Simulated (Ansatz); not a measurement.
# Resistivity from frozen vibrations: Ta(100) with 4 thermally displaced layers, 2x2, part 2 of 2

Aim: the resistivity of Ta at 300 K from frozen thermal displacements between perfect leads. The measured value for the pure metal at this temperature is 13.5 µΩ cm (CRC Handbook of Chemistry and Physics, 84th ed., 2003, Electrical Resistivity of Pure Metals).

Ansatz 0.2.0; Ansatz plane-wave DFT, PBE, PAW files; ballistic transport by layer matching (Landauer), zero bias; PAW set soft_1.

So far, open channels per spin nearest the Fermi level: step 2 (with 4 displaced layers) 10.5.

### 3. With 8 displaced layers

Each atom of 8 layers is moved at random, by amounts drawn from a normal law 0.0653 Å wide in each direction from the Debye model (240 K) at 300 K. A fresh draw is used; the growth of the resistance with length is what counts.

System of this step: Ta(100) with 8 thermally displaced layers, 2x2. The cell holds 72 atoms: 72 Ta. Its edges and angles: a = 6.605 Å, b = 6.605 Å, c = 29.723 Å, α = 90.0°, β = 90.0°, γ = 90.0°. It derives from Ta. Regions: lead, 40 atoms (40 Ta); scattering region, 32 atoms (32 Ta). The structure is stacked along c, and the current runs across the ab planes.

File input.yaml:

```yaml
crystal:
  lattice:
    - [6.60512, 0.0, 0.0]
    - [0.0, 6.60512, 0.0]
    - [0.0, 0.0, 29.72304]
  atoms:
    - { symbol: Ta, position: [0.0, 0.0, 0.0277777778] }
    - { symbol: Ta, position: [0.0, 0.5, 0.0277777778] }
    - { symbol: Ta, position: [0.5, 0.0, 0.0277777778] }
    - { symbol: Ta, position: [0.5, 0.5, 0.0277777778] }
    - { symbol: Ta, position: [0.25, 0.25, 0.0833333333] }
    - { symbol: Ta, position: [0.25, 0.75, 0.0833333333] }
    - { symbol: Ta, position: [0.75, 0.25, 0.0833333333] }
    - { symbol: Ta, position: [0.75, 0.75, 0.0833333333] }
    - { symbol: Ta, position: [0.0, 0.0, 0.1388888889] }
    - { symbol: Ta, position: [0.0, 0.5, 0.1388888889] }
    - { symbol: Ta, position: [0.5, 0.0, 0.1388888889] }
    - { symbol: Ta, position: [0.5, 0.5, 0.1388888889] }
    - { symbol: Ta, position: [0.25, 0.25, 0.1944444444] }
    - { symbol: Ta, position: [0.25, 0.75, 0.1944444444] }
    - { symbol: Ta, position: [0.75, 0.25, 0.1944444444] }
    - { symbol: Ta, position: [0.75, 0.75, 0.1944444444] }
    - { symbol: Ta, position: [0.0, 0.0, 0.25] }
    - { symbol: Ta, position: [0.0, 0.5, 0.25] }
    - { symbol: Ta, position: [0.5, 0.0, 0.25] }
    - { symbol: Ta, position: [0.5, 0.5, 0.25] }
    - { symbol: Ta, position: [0.2678086648, 0.2629994387, 0.3063405793] }
    - { symbol: Ta, position: [0.2380561029, 0.7499559721, 0.306997572] }
    - { symbol: Ta, position: [0.7372649015, 0.2539056728, 0.3064997965] }
    - { symbol: Ta, position: [0.7568801907, 0.7382953198, 0.304102056] }
    - { symbol: Ta, position: [0.9956859577, 0.9884368301, 0.3649318162] }
    - { symbol: Ta, position: [0.9950980589, 0.5032517742, 0.3605431292] }
    - { symbol: Ta, position: [0.5156521936, 0.0130514049, 0.362502337] }
    - { symbol: Ta, position: [0.4782189113, 0.5005142921, 0.3626129] }
    - { symbol: Ta, position: [0.2599238838, 0.2438921589, 0.4206689069] }
    - { symbol: Ta, position: [0.2369479033, 0.7434609776, 0.4187206026] }
    - { symbol: Ta, position: [0.7504848914, 0.2697930996, 0.417080769] }
    - { symbol: Ta, position: [0.7437410507, 0.7462678887, 0.4142698491] }
    - { symbol: Ta, position: [0.9873704832, 0.0062314441, 0.4734988142] }
    - { symbol: Ta, position: [0.0127963576, 0.4925409295, 0.4759325249] }
    - { symbol: Ta, position: [0.4971592516, 0.0155625925, 0.4712715624] }
    - { symbol: Ta, position: [0.4927299501, 0.5024690596, 0.4744879177] }
    - { symbol: Ta, position: [0.2515915353, 0.2442122087, 0.5248316472] }
    - { symbol: Ta, position: [0.2361463584, 0.7549688816, 0.5299517869] }
    - { symbol: Ta, position: [0.7483759932, 0.2393801991, 0.529695507] }
    - { symbol: Ta, position: [0.7373436583, 0.7429515181, 0.529141909] }
    - { symbol: Ta, position: [0.9777579738, 0.0038191571, 0.5820556979] }
    - { symbol: Ta, position: [0.0010801997, 0.4992517112, 0.5837772989] }
    - { symbol: Ta, position: [0.5068616985, 0.9925037237, 0.5864546703] }
    - { symbol: Ta, position: [0.5071772373, 0.5083400651, 0.58589208] }
    - { symbol: Ta, position: [0.2577850928, 0.2583434854, 0.6390549382] }
    - { symbol: Ta, position: [0.2358967332, 0.7486651164, 0.6371985688] }
    - { symbol: Ta, position: [0.7359365892, 0.2525547347, 0.63764001] }
    - { symbol: Ta, position: [0.7398206666, 0.7396902214, 0.6394784953] }
    - { symbol: Ta, position: [0.0035453735, 0.0130721281, 0.6944138794] }
    - { symbol: Ta, position: [0.0102982993, 0.5138610019, 0.6969709046] }
    - { symbol: Ta, position: [0.4766196219, 0.0121452004, 0.6951904556] }
    - { symbol: Ta, position: [0.5041888632, 0.5036694808, 0.6952852109] }
    - { symbol: Ta, position: [0.25, 0.25, 0.75] }
    - { symbol: Ta, position: [0.25, 0.75, 0.75] }
    - { symbol: Ta, position: [0.75, 0.25, 0.75] }
    - { symbol: Ta, position: [0.75, 0.75, 0.75] }
    - { symbol: Ta, position: [0.0, 0.0, 0.8055555556] }
    - { symbol: Ta, position: [0.0, 0.5, 0.8055555556] }
    - { symbol: Ta, position: [0.5, 0.0, 0.8055555556] }
    - { symbol: Ta, position: [0.5, 0.5, 0.8055555556] }
    - { symbol: Ta, position: [0.25, 0.25, 0.8611111111] }
    - { symbol: Ta, position: [0.25, 0.75, 0.8611111111] }
    - { symbol: Ta, position: [0.75, 0.25, 0.8611111111] }
    - { symbol: Ta, position: [0.75, 0.75, 0.8611111111] }
    - { symbol: Ta, position: [0.0, 0.0, 0.9166666667] }
    - { symbol: Ta, position: [0.0, 0.5, 0.9166666667] }
    - { symbol: Ta, position: [0.5, 0.0, 0.9166666667] }
    - { symbol: Ta, position: [0.5, 0.5, 0.9166666667] }
    - { symbol: Ta, position: [0.25, 0.25, 0.9722222222] }
    - { symbol: Ta, position: [0.25, 0.75, 0.9722222222] }
    - { symbol: Ta, position: [0.75, 0.25, 0.9722222222] }
    - { symbol: Ta, position: [0.75, 0.75, 0.9722222222] }
kpoints:
  mp_grid: { grid: [4, 4, 1] }
hamiltonian:
  xc: pbe
  pseudopotentials: { kind: paw, azcp: { folder: soft_1 } }
scf:
  occupations: { method: fermi_dirac, width: 0.1 }
output:
  transmission: { leads: [[0, 4]], kmesh: [8, 8], e_range: [-0.05, 0.05], de: 0.05 }
  write_potential: true
  write_density: true
  volumetric_format: npy
```

The run is started by

```console
$ ansatz run input.yaml --threads 4 --pin off --max-ram 15360MiB --backend cpu --events-out ev --progress --plain --runs-dir out
```

Numbers of over 12 decimals in the logs are rounded to 6 here.

What it wrote:

```text
[...]
Crystal: 72 atoms, lattice volume = 1296.745 Å³
Basis set: ecut = 420 eV, 25307 PW (Γ)
Bands: 562, of which v1, the nominal top of the filled ones, is band 468 counted from 1 (467 counted from 0)
Symmetry: 1 space group operations
[...]
k-points: 10 of 16 (time reversal used)
[...]
SCF iter   1: F=—  HF=-715200.733237 eV  |F-HF|=—  |Δ(HF+E_count)|=         —  Δρ=4.20e-2  dr2=3.34e1  ethr=3.10e-3  ⟨swp⟩=5.9  Hψ=22043  notcnv=0  defer=14
[...]
SCF iter   7: F=-715192.130312 eV  HF=-715192.130312 eV  |F-HF|=5.59e-9  |Δ(HF+E_count)|=   2.99e-8  Δρ=1.65e-6  dr2=2.82e-8  ethr=1.07e-11  ⟨swp⟩=11.3  Hψ=18996  notcnv=0
SCF 1 converged in 7 iterations: F = -715192.130312 eV  dr2 = 2.82e-8
[...]
transmission: 189 of 1836 steps passed
transmission: 369 of 1836 steps passed
[...]
transmission: 1836 of 1836 steps passed
SCF converged after 7 iterations
Free energy (F): -715192.130312 eV
[...]
Internal energy: -715189.062387 eV  (E = F + TS)
E sigma→0 (E₀):  -715190.596350 eV
Entropy (-TS):   -3.067925 eV (-42.610 meV/atom)
Fermi energy:    18.538974 eV
[...]
--- Band table (eV; the first three rows and the last of 10) ---
  k-point 0: bands = [... 464 lower, 19.1683, 19.1780, 19.1932, 19.1998, 19.2099, 19.2214, 19.2294, 19.2400, ... 90 higher]
  k-point 1: bands = [... 464 lower, 18.8189, 18.8323, 18.8402, 18.8581, 18.8811, 18.8957, 18.9390, 18.9573, ... 90 higher]
  k-point 2: bands = [... 464 lower, 18.3679, 18.3773, 18.4465, 18.4649, 18.5247, 18.5373, 18.5816, 18.6065, ... 90 higher]
  k-point 9: bands = [... 464 lower, 17.8827, 17.8932, 17.8946, 17.9316, 17.9390, 17.9517, 17.9730, 17.9802, ... 90 higher]
--- Transmission ---
  basis      : 377 plane waves across, 54 finite elements along
  points     : 34, standing for a mesh of 8 x 8
[...]
channels       : 1.048438e1 a spin
[...]
junction   : crystal 0 to crystal 0, 0.70 to 28.77 Å
    transmission   : 6.961533e0 a spin
[...]
```

Run time: 29 min. Hardware: 4 threads of Arm Neoverse V1, shared host; peak memory 8.5 GiB; 1.6 h of CPU time.

This step gave:

```yaml
free_energy: -715192.1303 eV
energy_at_zero_smearing: -715190.5963 eV
fermi_energy: 18.54 eV
transmission_per_spin_nearest_the_fermi_level: 6.962
step_of_the_lead_s_potential: 1.6 meV
```

Per spin. Transmission, zone mean against energy, zero at the Fermi level:

```tsv
energy (eV)	transmission, zone mean
-0.0500	6.99
0.0000	6.96
0.0500	6.63
```

Over the solved energies the transmission per spin lies between 6.63 and 6.99, out of 10.2 channels of the lead on average (up to 10.5).

### 4. With 12 displaced layers

Each atom of 12 layers is moved at random, by amounts drawn from a normal law 0.0653 Å wide in each direction from the Debye model (240 K) at 300 K. A fresh draw is used; the growth of the resistance with length is what counts.

System of this step: Ta(100) with 12 thermally displaced layers, 2x2. The cell holds 88 atoms: 88 Ta. Cell: a = 6.605 Å, b = 6.605 Å, c = 36.328 Å, α = 90.0°, β = 90.0°, γ = 90.0°. It derives from Ta. Regions: lead, 40 atoms (40 Ta); scattering region, 48 atoms (48 Ta). The structure is stacked along c, and the current runs across the ab planes.

File input.yaml:

```yaml
crystal:
  lattice:
    - [6.60512, 0.0, 0.0]
    - [0.0, 6.60512, 0.0]
    - [0.0, 0.0, 36.32816]
  atoms:
    - { symbol: Ta, position: [0.0, 0.0, 0.0227272727] }
    - { symbol: Ta, position: [0.0, 0.5, 0.0227272727] }
    - { symbol: Ta, position: [0.5, 0.0, 0.0227272727] }
    - { symbol: Ta, position: [0.5, 0.5, 0.0227272727] }
    - { symbol: Ta, position: [0.25, 0.25, 0.0681818182] }
    - { symbol: Ta, position: [0.25, 0.75, 0.0681818182] }
    - { symbol: Ta, position: [0.75, 0.25, 0.0681818182] }
    - { symbol: Ta, position: [0.75, 0.75, 0.0681818182] }
    - { symbol: Ta, position: [0.0, 0.0, 0.1136363636] }
    - { symbol: Ta, position: [0.0, 0.5, 0.1136363636] }
    - { symbol: Ta, position: [0.5, 0.0, 0.1136363636] }
    - { symbol: Ta, position: [0.5, 0.5, 0.1136363636] }
    - { symbol: Ta, position: [0.25, 0.25, 0.1590909091] }
    - { symbol: Ta, position: [0.25, 0.75, 0.1590909091] }
    - { symbol: Ta, position: [0.75, 0.25, 0.1590909091] }
    - { symbol: Ta, position: [0.75, 0.75, 0.1590909091] }
    - { symbol: Ta, position: [0.0, 0.0, 0.2045454545] }
    - { symbol: Ta, position: [0.0, 0.5, 0.2045454545] }
    - { symbol: Ta, position: [0.5, 0.0, 0.2045454545] }
    - { symbol: Ta, position: [0.5, 0.5, 0.2045454545] }
    - { symbol: Ta, position: [0.2531573217, 0.2464522407, 0.2465823379] }
    - { symbol: Ta, position: [0.2489234079, 0.7420553319, 0.2519412942] }
    - { symbol: Ta, position: [0.7471456226, 0.2508251309, 0.2484730689] }
    - { symbol: Ta, position: [0.7449526374, 0.7498859989, 0.24733045] }
    - { symbol: Ta, position: [0.0029721896, 0.998951505, 0.2933235429] }
    - { symbol: Ta, position: [0.9762941282, 0.5050713791, 0.2949197207] }
    - { symbol: Ta, position: [0.4947610127, 0.9976656765, 0.2987191572] }
    - { symbol: Ta, position: [0.4995077311, 0.5008562076, 0.2927819444] }
    - { symbol: Ta, position: [0.2662834933, 0.2590691162, 0.3428266105] }
    - { symbol: Ta, position: [0.2504712318, 0.7590608803, 0.341575765] }
    - { symbol: Ta, position: [0.7560612053, 0.2484956145, 0.3382601861] }
    - { symbol: Ta, position: [0.760169942, 0.7308734566, 0.3404778713] }
    - { symbol: Ta, position: [0.9979783515, 0.9896916145, 0.3874655552] }
    - { symbol: Ta, position: [0.998019796, 0.4956816768, 0.3872979077] }
    - { symbol: Ta, position: [0.4952891474, 0.0137296847, 0.3869952794] }
    - { symbol: Ta, position: [0.495311349, 0.4807814758, 0.3840133127] }
    - { symbol: Ta, position: [0.2607430232, 0.2494997928, 0.431309343] }
    - { symbol: Ta, position: [0.2662430899, 0.7373213653, 0.4307656243] }
    - { symbol: Ta, position: [0.7453286009, 0.2557957826, 0.4306256613] }
    - { symbol: Ta, position: [0.7439365334, 0.73413354, 0.4331289851] }
    - { symbol: Ta, position: [0.0079684657, 0.995291147, 0.4775662855] }
    - { symbol: Ta, position: [0.9872225489, 0.4953362568, 0.479749212] }
    - { symbol: Ta, position: [0.5013416609, 0.0228373072, 0.4758579666] }
    - { symbol: Ta, position: [0.5057359517, 0.4980674787, 0.4782896279] }
    - { symbol: Ta, position: [0.2499287177, 0.2444527111, 0.5211679722] }
    - { symbol: Ta, position: [0.2803069293, 0.7492354654, 0.5191028844] }
    - { symbol: Ta, position: [0.7435887615, 0.2567022361, 0.5218286462] }
    - { symbol: Ta, position: [0.7634476363, 0.759908431, 0.5224534863] }
    - { symbol: Ta, position: [0.9953322754, 0.9900678186, 0.5669238224] }
    - { symbol: Ta, position: [0.9854383862, 0.5119051258, 0.5710406617] }
    - { symbol: Ta, position: [0.4875834209, 0.988319389, 0.5650034086] }
    - { symbol: Ta, position: [0.4904725662, 0.4692947157, 0.5661288885] }
    - { symbol: Ta, position: [0.2628196518, 0.2465831222, 0.6151722418] }
    - { symbol: Ta, position: [0.2451666754, 0.7674037116, 0.6139944027] }
    - { symbol: Ta, position: [0.7462240125, 0.275230009, 0.6130532155] }
    - { symbol: Ta, position: [0.7379285433, 0.7519958248, 0.6135665684] }
    - { symbol: Ta, position: [0.0105403247, 0.9908899023, 0.6605371646] }
    - { symbol: Ta, position: [0.0084291839, 0.4934000949, 0.6593842949] }
    - { symbol: Ta, position: [0.4917882456, 0.0231876672, 0.6578254135] }
    - { symbol: Ta, position: [0.4955214838, 0.4894644845, 0.6584688521] }
    - { symbol: Ta, position: [0.2499419171, 0.2575893843, 0.7034482741] }
    - { symbol: Ta, position: [0.2481636756, 0.7359983925, 0.7030584285] }
    - { symbol: Ta, position: [0.7772403992, 0.2602924024, 0.7031410615] }
    - { symbol: Ta, position: [0.7367801964, 0.7403566322, 0.7045064712] }
    - { symbol: Ta, position: [0.0003432746, 0.9926422003, 0.7476877392] }
    - { symbol: Ta, position: [0.01405982, 0.5044647864, 0.7493268179] }
    - { symbol: Ta, position: [0.4978188247, 0.9947657372, 0.7447232725] }
    - { symbol: Ta, position: [0.5011432853, 0.4894179632, 0.748197953] }
    - { symbol: Ta, position: [0.25, 0.25, 0.7954545455] }
    - { symbol: Ta, position: [0.25, 0.75, 0.7954545455] }
    - { symbol: Ta, position: [0.75, 0.25, 0.7954545455] }
    - { symbol: Ta, position: [0.75, 0.75, 0.7954545455] }
    - { symbol: Ta, position: [0.0, 0.0, 0.8409090909] }
    - { symbol: Ta, position: [0.0, 0.5, 0.8409090909] }
    - { symbol: Ta, position: [0.5, 0.0, 0.8409090909] }
    - { symbol: Ta, position: [0.5, 0.5, 0.8409090909] }
    - { symbol: Ta, position: [0.25, 0.25, 0.8863636364] }
    - { symbol: Ta, position: [0.25, 0.75, 0.8863636364] }
    - { symbol: Ta, position: [0.75, 0.25, 0.8863636364] }
    - { symbol: Ta, position: [0.75, 0.75, 0.8863636364] }
    - { symbol: Ta, position: [0.0, 0.0, 0.9318181818] }
    - { symbol: Ta, position: [0.0, 0.5, 0.9318181818] }
    - { symbol: Ta, position: [0.5, 0.0, 0.9318181818] }
    - { symbol: Ta, position: [0.5, 0.5, 0.9318181818] }
    - { symbol: Ta, position: [0.25, 0.25, 0.9772727273] }
    - { symbol: Ta, position: [0.25, 0.75, 0.9772727273] }
    - { symbol: Ta, position: [0.75, 0.25, 0.9772727273] }
    - { symbol: Ta, position: [0.75, 0.75, 0.9772727273] }
kpoints:
  mp_grid: { grid: [4, 4, 1] }
hamiltonian:
  xc: pbe
  pseudopotentials: { kind: paw, azcp: { folder: soft_1 } }
scf:
  occupations: { method: fermi_dirac, width: 0.1 }
output:
  transmission: { leads: [[0, 4]], kmesh: [8, 8], e_range: [-0.05, 0.05], de: 0.05 }
  write_potential: true
  write_density: true
  volumetric_format: npy
```

What it wrote:

```text
[...]
Crystal: 88 atoms, lattice volume = 1584.911 Å³
Basis set: ecut = 420 eV, 30897 PW (Γ)
Bands: 687, of which v1, the nominal top of the filled ones, is band 572 counted from 1 (571 counted from 0)
Symmetry: 1 space group operations
[...]
k-points: 10 of 16 (time reversal used)
[...]
SCF iter   1: F=—  HF=-874133.222814 eV  |F-HF|=—  |Δ(HF+E_count)|=         —  Δρ=4.26e-2  dr2=4.54e1  ethr=3.10e-3  ⟨swp⟩=6.0  Hψ=27407  notcnv=0  defer=36
[...]
SCF iter   7: F=-874122.275879 eV  HF=-874122.275879 eV  |F-HF|=8.38e-9  |Δ(HF+E_count)|=   4.89e-8  Δρ=1.74e-6  dr2=4.03e-8  ethr=8.74e-12  ⟨swp⟩=11.5  Hψ=21109  notcnv=0
SCF 1 converged in 7 iterations: F = -874122.275879 eV  dr2 = 4.03e-8
[...]
transmission: 228 of 2278 steps passed
transmission: 456 of 2278 steps passed
[...]
transmission: 2278 of 2278 steps passed
SCF converged after 7 iterations
Free energy (F): -874122.275879 eV
[...]
Internal energy: -874118.595067 eV  (E = F + TS)
E sigma→0 (E₀):  -874120.435473 eV
Entropy (-TS):   -3.680812 eV (-41.827 meV/atom)
Fermi energy:    18.544382 eV
[...]
--- Band table (eV; the first three rows and the last of 10) ---
  k-point 0: bands = [... 568 lower, 19.2061, 19.2132, 19.2210, 19.2252, 19.2355, 19.2375, 19.2488, 19.2528, ... 111 higher]
  k-point 1: bands = [... 568 lower, 18.8521, 18.8628, 18.8822, 18.8909, 18.9033, 18.9055, 18.9277, 18.9497, ... 111 higher]
  k-point 2: bands = [... 568 lower, 18.3778, 18.3843, 18.4094, 18.4234, 18.4367, 18.4795, 18.5487, 18.5653, ... 111 higher]
  k-point 9: bands = [... 568 lower, 17.8780, 17.8820, 17.8895, 17.8983, 17.9114, 17.9217, 17.9243, 17.9285, ... 111 higher]
--- Transmission ---
  basis      : 377 plane waves across, 67 finite elements along
  points     : 34, standing for a mesh of 8 x 8
[...]
channels       : 1.048438e1 a spin
[...]
junction   : crystal 0 to crystal 0, 0.70 to 35.37 Å
    transmission   : 5.922026e0 a spin
[...]
```

Elapsed: 43 min, on 4 threads; peak memory 8.6 GiB.

Numbers from this step:

* free energy: -874122.2759 eV
* energy at zero smearing: -874120.4355 eV
* transmission per spin nearest the Fermi level: 5.922
* step of the lead's potential: 4.3 meV

Per spin. The transmission, zone mean by energy, zero at the Fermi level:

```tsv
energy (eV)	transmission, zone mean
-0.0500	5.92
0.0000	5.92
0.0500	5.68
```

Over the solved energies the transmission per spin lies between 5.68 and 5.92, out of 10.2 channels of the lead on average (up to 10.5).

### 5. The fit

This step: Ansatz plane-wave DFT, PBE, PAW files; ballistic transport by layer matching (Landauer), zero bias; resistivity from the slope of the area resistance; PAW set soft_1 (Ansatz 0.2.0).

This step gave:

- resistivity: 21.08 µΩ cm
- intercept: -0.006243 fΩ m²
- scatter about the fit: 0.002163 fΩ m²

Resistance, by row:

```tsv
run	length (Å)	T	channels N	RA (fΩ m²)
n4	6.605	8.237	10.26	0.1346
n8	13.21	6.862	10.21	0.2692
n12	19.82	5.839	10.21	0.4131
```

Table of area resistance by length of the displaced region:

```tsv
length of the displaced region (Å)	area resistance (fΩ m²)
6.61	0.135
13.21	0.269
19.82	0.413
```

The area resistance goes from 0.13 to 0.41 fΩ m² between 6.6 and 19.8 Å, a slope of 21 µΩ cm.

By hand from the end points: (0.4131 − 0.1346) fΩ m² / (19.82 − 6.61) Å = 21 µΩ cm, since 1 fΩ m² per Å is 1000 µΩ cm.

### 6. Summary of results

| Item | Value |
| --- | --- |
| resistivity from the slope | 21.1 µΩ cm |
| area resistance over 6.61 Å | 0.135 fΩ m² |
| area resistance over 13.2 Å | 0.269 fΩ m² |
| area resistance over 19.8 Å | 0.413 fΩ m² |

**Reading.** The slope gives 21 µΩ cm. The points scatter by 0.0022 fΩ m² about the line, with one random draw a length in a 2x2 cell, so the slope is a rough value. The mean square of the displacements drawn is 0.78, 0.99 and 1.2 of the nominal one at the three lengths; with each resistance scaled back by that, the slope is 14 µΩ cm, the value used below. Read with a model of isotropic scattering on a spherical Fermi surface and the lead's 1.8×10¹⁵ S/m², this slope means a mean free path near 33 Å; over these lengths the model's slope is 1.07 times its bulk resistivity, which would be 13 µΩ cm. Uncorrelated displacements put too much weight on short waves, which scatter strongly; with the sideways repeat of a small cell, one draw and three short lengths, the method is good to a factor of two or three. The measured value is 13.5 µΩ cm (CRC Handbook of Chemistry and Physics, 84th ed., 2003, Electrical Resistivity of Pure Metals); the scaled slope is 1.0 times that and the corrected value 0.94: fair for so small a cell. Spin-orbit coupling is left out, which matters for Ta.

[Logs are printed without paths, hosts, clocks, repeated set-up lines and the standing remarks that a program may print on its own settings, such as how far it seeks lower states.]

[Hosts, paths, dates, database ids (printed as entryN), source tags and the programs' standing remarks are cut or masked in the printed files.]
